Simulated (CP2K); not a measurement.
Consider methyl formate at its PBE geometry (Å).

```xyz
8

C    -1.0295   -0.1752    0.0634
O     0.3074   -0.7297    0.2176
C     1.3142    0.1410   -0.0560
O     1.1902    1.3011   -0.4000
H    -1.1864    0.1496   -0.9723
H    -1.7111   -0.9880    0.3263
H    -1.1635    0.6821    0.7349
H     2.2786   -0.3810    0.0861
```

Method: CP2K XAS_TDP, all-electron GAPW, PBEh(45%), aug-cc-pVDZ, TDA, GW2X-corrected core level, no relativity.

Question: Where do the O K-edge lines lie, and how strong are they?

Leading lines: O2 535.32 eV and O4 532.36 eV. The leading line of an atom is its first one with 35 % of the strongest within 2.5 eV of its lowest line over the strength cut. Core ionisation energies at this level: O2 539.40 and O4 538.17 eV.

The first six lines of each atom with a strength over 0.0015:

```tsv
atom	energy (eV)	states	strength, one atom	above the computed threshold
O2 (bonded to 2 C)	535.32	1	0.0190	
	537.09	1	0.0280	
	538.26	1	0.0044	
	539.50	1	0.0200	yes
	539.75	1	0.0083	yes
	540.33	1	0.0018	yes
O4 (bonded to C)	532.36	1	0.0410	
	537.59	1	0.0028	
	537.73	1	0.0016	
	538.35	1	0.0021	yes
	539.42	1	0.0076	yes
	539.62	1	0.0026	yes
```

Lines are vertical, at one geometry, with no vibrational structure. GW2X ionisation energies and lines can be off by 1 to 2 eV either way, and a good line position may hide errors that cancel. These values hold no scalar relativity, about 0.4 eV for O 1s. Rydberg lines, and the discretised continuum above threshold, depend on the basis and the box.

[Banner, clock and machine lines of the logs are left out without a mark of their own.]

[Logs are printed without paths, hosts, clocks, repeated set-up lines and the standing remarks that a program may print on its own settings, such as how far it seeks lower states.]

[Hosts, paths, dates, database ids (printed as entryN), source tags and the programs' standing remarks are cut or masked in the printed files.]
